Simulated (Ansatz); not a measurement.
**CsCu2I3 (Cmcm): the HSE06 gap against the k mesh of the hybrid**

Aim: see how gap, energy and time of CsCu2I3 (Cmcm) follow the k mesh of the hybrid.

Calculated with Ansatz 0.2.0; DFT, HSE06, plane waves, PAW.

The database entry behind the starting cell differs from other determinations, so it need not match the best structure at room temperature.

**1. Starting point**

Symmetry: Cmcm, No. 63, orthorhombic system. The conventional cell has a = 10.548 Å, b = 13.172 Å, c = 6.097 Å, α = 90.00°, β = 90.00°, γ = 90.00°. Cs has 10 I at 3.88 to 4.47 Å nearest. Nearest to Cu lie 4 I at 2.60 to 2.70 Å. I has 4 Cu at 2.70 Å and 2 Cs at 4.09 Å nearest. I has 2 Cu at 2.60 Å and 4 Cs at 3.88 to 4.47 Å nearest. Farther neighbours, and contacts between anions beyond the nearest, are not listed.

The cell and positions come from the Crystallography Open Database and are kept as given unless a step says otherwise. The default PAW set here is soft_2. Its files were made with PBE.

**2. k mesh of the hybrid: 2×2×2**

input.yaml reads:

```yaml
crystal:
  lattice:
    - [5.27395, -6.58625, 0.0]
    - [5.27395, 6.58625, 0.0]
    - [0.0, 0.0, 6.09718]
  atoms:
    - { symbol: Cs, position: [0.3278, 0.6722, 0.25] }
    - { symbol: Cs, position: [0.6722, 0.3278, 0.75] }
    - { symbol: Cu, position: [0.851, 0.851, 0.0] }
    - { symbol: Cu, position: [0.149, 0.149, 0.5] }
    - { symbol: Cu, position: [0.149, 0.149, 0.0] }
    - { symbol: Cu, position: [0.851, 0.851, 0.5] }
    - { symbol: I, position: [0.8796, 0.1204, 0.25] }
    - { symbol: I, position: [0.1204, 0.8796, 0.75] }
    - { symbol: I, position: [0.836, 0.598, 0.25] }
    - { symbol: I, position: [0.164, 0.402, 0.75] }
    - { symbol: I, position: [0.598, 0.836, 0.75] }
    - { symbol: I, position: [0.402, 0.164, 0.25] }
kpoints:
  mp_grid: { grid: [2, 2, 2] }
  band_path:
    path:
      - [0.0, 0.0, 0.0]
      - [-0.5, 0.5, 0.0]
      - [-0.41030077, 0.58969923, 0.0]
      - [0.41030077, 0.41030077, 0.0]
      - [0.0, 0.0, 0.5]
      - [0.41030077, 0.41030077, 0.5]
      - [-0.41030077, 0.58969923, 0.5]
      - [-0.5, 0.5, 0.5]
    npoints: 1
hamiltonian:
  xc: hse06
scf:
  occupations: { method: fixed }
  n_extra_bands: 8
output:
  eigenvalues: true
```

Command:

```bash
ansatz run input.yaml --threads 24 --pin off --max-ram 82944MiB --backend cuda --events-out ev --progress --plain --runs-dir out --devices 1 --max-vram 78GiB
```

Output:

```text
scf.n_extra_bands = 8 over 98 filled bands (N_el = 196.0): the run solves 106 bands
GPUs: using 1 of 1 available (devices: 1).
Engine: ansatz 0.2.0, aarch64-unknown-linux-gnu
Pseudopotentials: kind: paw
Pseudopotential: Cs, paw, valence charge 9, recommended cutoff 420 eV (normal), Cs.paw.azcp
Pseudopotential: Cu, paw, valence charge 19, recommended cutoff 420 eV (normal), Cu.paw.azcp
Pseudopotential: I, paw, valence charge 17, recommended cutoff 420 eV (normal), I.paw.azcp
Functional definition: HSE06
  parameter a = 0.25
  parameter omega = 0.11/bohr
  exchange = pbe_x - a*pbe_x_sr(omega) + a*exact_x_sr(omega)
  correlation = pbe_c
davidson cushion auto → on  (no smearing: the cushion is to keep the highest requested band from converging to the state above it; pin scf.eigensolver.cushion to override)
[...]
Crystal: 12 atoms, lattice volume = 423.578 Å³
Basis set: ecut = 420 eV, 8275 PW (Γ)
Bands: 106, of which v1, the nominal top of the filled ones, is band 98 counted from 1 (97 counted from 0)
Symmetry: 8 space group operations
Space group: Cmcm (ITA 63), of the structure as read, at distance tolerance 7.5e-5 Å
k-points: 6 of 8
Non-local potential: Cs, projectors of the file, l = 0: 3, l = 1: 2, l = 2: 2, l = 3: 2
Non-local potential: Cu, projectors of the file, l = 0: 3, l = 1: 2, l = 2: 3, l = 3: 1
Non-local potential: I, projectors of the file, l = 0: 2, l = 1: 2, l = 2: 2, l = 3: 2
PAW form: soft (Blöchl's): semilocal exchange-correlation on the pseudo side does not see the compensation charge
PAW frozen core: Cs, regenerated for the run's functional, and the local potential with it (the file was generated under x = pbe(κ = 0.804, μ = 0.219515), c = pbe(β = 0.066725))
PAW frozen core: Cu, regenerated for the run's functional, and the local potential with it (the file was generated under x = pbe(κ = 0.804, μ = 0.219515), c = pbe(β = 0.066725))
PAW frozen core: I, regenerated for the run's functional, and the local potential with it (the file was generated under x = pbe(κ = 0.804, μ = 0.219515), c = pbe(β = 0.066725))
PAW one-centre angular grid: Cs, 194 points (default); XC on 96 Gauss nodes
PAW one-centre angular grid: Cu, 590 points (default); XC on 64 Gauss nodes
PAW one-centre angular grid: I, 590 points (default); XC on 96 Gauss nodes
Initial density: superposition of atomic densities (neutral atoms: chi_scale 0, normalization atom), corrected by the library's trained network
Initial wavefunctions: pseudopotential atomic-orbital guess
[...]
Functional: x = pbe(κ = 0.804, μ = 0.219515), c = pbe(β = 0.066725), warm-up for x = pbe(κ = 0.804, μ = 0.219515) + 0.25 (exact − pbe) at short range (hse, ω = 0.207870 Å⁻¹), c = pbe(β = 0.066725); HSE06 as pw.x's `hse` composes it (authors' and Libxc's form: `xc: wpbeh`)
SCF iter   1: F=—  HF=-82927.033060 eV  |F-HF|=—  |Δ(HF+E_count)|=         —  Δρ=8.56e-4  dr2=2.68e-3  ethr=1.77e-3  ⟨swp⟩=10.7  Hψ=2824  notcnv=0
preconditioner: auto → none  [insulator: Δε(μ)=1.976 eV  Ē_g=7.809 eV  n_scr=96 (ndim 8)  ℏωp=18.0 eV  f_vac=0.163]
SCF iter   2: F=—  HF=-82927.040002 eV  |F-HF|=—  |Δ(HF+E_count)|=   6.94e-3  Δρ=7.98e-4  dr2=1.67e-3  ethr=1.37e-6  ⟨swp⟩=7.2  Hψ=2829  notcnv=0  defer=39
[...]
SCF iter   4: F=-82927.040237 eV  HF=-82927.040119 eV  |F-HF|=1.18e-4  |Δ(HF+E_count)|=   1.50e-4  Δρ=1.78e-4  dr2=7.73e-5  ethr=3.74e-7  ⟨swp⟩=3.0  Hψ=1561  notcnv=0
SCF 1 stopped early in 4 iterations: F = -82927.040237 eV  dr2 = 7.73e-5
  greatest PAW one-centre occupation: 1.000 electrons in one spin orbital (limit 2), on the Cu atom at site 3 (counted from 0), in its partial waves of l = 0
[...]
hybrid outer 1: dexx = +8.007e-2 eV, tail = 5.79e-4 eV
[...]
SCF 3 converged in 4 iterations: F = -82963.023404 eV  dr2 = 5.55e-8
[...]
hybrid outer 2: dexx = +5.067e-6 eV, tail = 4.17e-7 eV, Δε = 8.81e-3 eV (about 3.67e-4 eV left of the loop's levels)
[...]
E_xc         = -1179.227552
  E_vxc        = -1179.368483  (∫ρ·V_xc dr)
  E_exx        = -772.181822  (= α·E_x^exact, valence–valence)
  E_paw        = -45322.616585  (= ΣΔE_a)
  E_vpaw       = -3805.393799  (= ΣTr[D̂ρ^β])
  E_aug_tail   = 0.001097  (compensation charges beyond the density's cutoff)
  E_ewald      = -15935.267565
  E_core_change = -3.361791  (= ΣΔE_core)
  E_smearing   = -0.000000  (= −TS)
  E_closure    = -0.000000  (closes the sum)
  Σ components = -82963.023404   (vs F -82963.023404, Δ=0.00e0)
--- Band table (eV; the first three rows and the last of 6) ---
  k-point 0: bands = ["-110.7892", "-110.7891", "-110.7889", "-110.7887", "-66.6642", "-66.6641", "-66.6562", "-66.6560", "-66.6510", "-66.6508", "-66.6485", "-66.6480", "-66.6469", "-66.6468", "-66.6466", "-66.6464", "-41.9057", "-41.9055", "-41.9010", "-41.9010", "-41.8985", "-41.8984", "-41.8928", "-41.8928", "-41.8876", "-41.8875", "-41.4027", "-41.4027", "-41.4025", "-41.4025", "-41.4010", "-41.4010", "-41.4010" [...]
  k-point 1: bands = ["-110.7890", "-110.7890", "-110.7889", "-110.7889", "-66.6602", "-66.6602", "-66.6601", "-66.6601", "-66.6509", "-66.6509", "-66.6482", "-66.6482", "-66.6467", "-66.6467", "-66.6466", "-66.6466", "-41.9056", "-41.9056", "-41.9010", "-41.9010", "-41.8984", "-41.8984", "-41.8928", "-41.8928", "-41.8876", "-41.8876", "-41.4026", "-41.4026", "-41.4026", "-41.4026", "-41.4010", "-41.4010", "-41.4010" [...]
  k-point 2: bands = ["-110.7892", "-110.7891", "-110.7888", "-110.7887", "-66.6642", "-66.6641", "-66.6562", "-66.6560", "-66.6510", "-66.6508", "-66.6485", "-66.6480", "-66.6469", "-66.6468", "-66.6465", "-66.6464", "-41.9057", "-41.9055", "-41.9010", "-41.9010", "-41.8985", "-41.8984", "-41.8928", "-41.8928", "-41.8876", "-41.8875", "-41.4027", "-41.4027", "-41.4025", "-41.4025", "-41.4010", "-41.4010", "-41.4010" [...]
  k-point 5: bands = ["-110.7891", "-110.7891", "-110.7889", "-110.7889", "-66.6602", "-66.6602", "-66.6601", "-66.6601", "-66.6509", "-66.6509", "-66.6483", "-66.6483", "-66.6467", "-66.6467", "-66.6466", "-66.6466", "-41.9056", "-41.9056", "-41.9010", "-41.9010", "-41.8985", "-41.8985", "-41.8928", "-41.8928", "-41.8876", "-41.8876", "-41.4026", "-41.4026", "-41.4026", "-41.4026", "-41.4010", "-41.4010", "-41.4010" [...]
```

The job ended after 11 s (1 × NVIDIA GB200 (shared by 2 runs) with 24 threads of Arm Neoverse V2, shared host; peak memory 1.8 GiB).

The column dr2 measures how far the density is from self-consistency, as an energy; F and HF (Harris–Foulkes) agree once it is small.

Numbers from this step:

* gap: 3.363 eV
* valence top at: Γ
* conduction bottom at: Γ
* least direct gap: 3.363 eV
* exact-exchange fraction: 0.25

The gap is direct, at Γ.

**3. k mesh of the hybrid: 2×2×4**

input.yaml: that of step 2 with these lines changed.

```diff
@@ -19,3 +19,3 @@
 kpoints:
-  mp_grid: { grid: [2, 2, 2] }
+  mp_grid: { grid: [2, 2, 4] }
   band_path:
```

Output:

```text
[...]
GPUs: using 1 of 1 available (devices: 1).
[...]
Crystal: 12 atoms, lattice volume = 423.578 Å³
Basis set: ecut = 420 eV, 8275 PW (Γ)
Bands: 106, of which v1, the nominal top of the filled ones, is band 98 counted from 1 (97 counted from 0)
Symmetry: 8 space group operations
[...]
k-points: 9 of 16
[...]
E_xc         = -1179.225274
  E_vxc        = -1179.365164  (∫ρ·V_xc dr)
  E_exx        = -772.179749  (= α·E_x^exact, valence–valence)
  E_paw        = -45322.575813  (= ΣΔE_a)
  E_vpaw       = -3805.328478  (= ΣTr[D̂ρ^β])
  E_aug_tail   = 0.001097  (compensation charges beyond the density's cutoff)
  E_ewald      = -15935.267565
  E_core_change = -3.361791  (= ΣΔE_core)
  E_smearing   = -0.000000  (= −TS)
  E_closure    = -0.000000  (closes the sum)
  Σ components = -82963.026876   (vs F -82963.026876, Δ=0.00e0)
--- Band table (eV; the first three rows and the last of 9) ---
[...]
```

The job ended after 20 s (1 × NVIDIA GB200 (shared by 2 runs) with 24 threads; peak memory 2.5 GiB).

Read from the output:

```
gap                  : 3.362 eV
valence top at       : Γ
conduction bottom at : Γ
least direct gap     : 3.362 eV
```

The gap is 3.362 eV, as in the run before at this level.

**4. The series**

Differences are against the last row; a negative gap means that bands overlap, and a run with a band path holds that path's time. Times are wall times on 1 × NVIDIA GB200 (shared by 2 runs) with 24 threads of Arm Neoverse V2, shared host, good to a factor of about two.

```csv
k mesh of the hybrid,gap (eV),direct gap (eV),gap error (eV),energy error (meV/atom),irreducible k,time
2×2×2,3.363,3.363,+0.0003,+0.3,6,11 s
2×2×4,3.362,3.362,+0.000,+0.0,9,20 s
```

**5. What came out**

```yaml
2x2x2: 3.363 eV
2x2x4: 3.362 eV
```

In words: The gap holds to 0.02 eV from 2×2×2 on, the cheapest setting tried. At 2×2×2 the gap is off by +0.0003 eV and the energy by +0 meV/atom. The gap is read over the mesh and added points near the edges, so meshes differ mainly through the density and, for a hybrid, the exchange operator. The runs have no spin polarisation. For a closed low-spin shell that is the natural state; where a d or f shell is open it is a constraint, and the gap is then not the crystal's own.

[Long decimals in the printed logs are rounded to 6 places.]

[Logs are printed without paths, hosts, clocks, repeated set-up lines and the standing remarks that a program may print on its own settings, such as how far it seeks lower states.]

[Paths, hosts, dates, memory and timing lines, banners, echoed tables and standing remarks are left out of the program output; an Ansatz launch command may be rebuilt from the run's recorded settings. Measured values are a selection of at most five: reports struck by readers or far from the other reports are left out. None is set beside runs whose start may be inverted or whose files or cutoffs have a known fault.]

[Runs of the session that timed out or met a known fault of the program may be left out.]

[Cells called generated may have been cut or substituted from an entry of the Crystallography Open Database or the Materials Project.]

[Hosts, paths, dates, database ids (printed as entryN), source tags and the programs' standing remarks are cut or masked in the printed files.]

[Where the starting crystal was built by hand or by swapping elements, it need not be the compound's stable phase.]
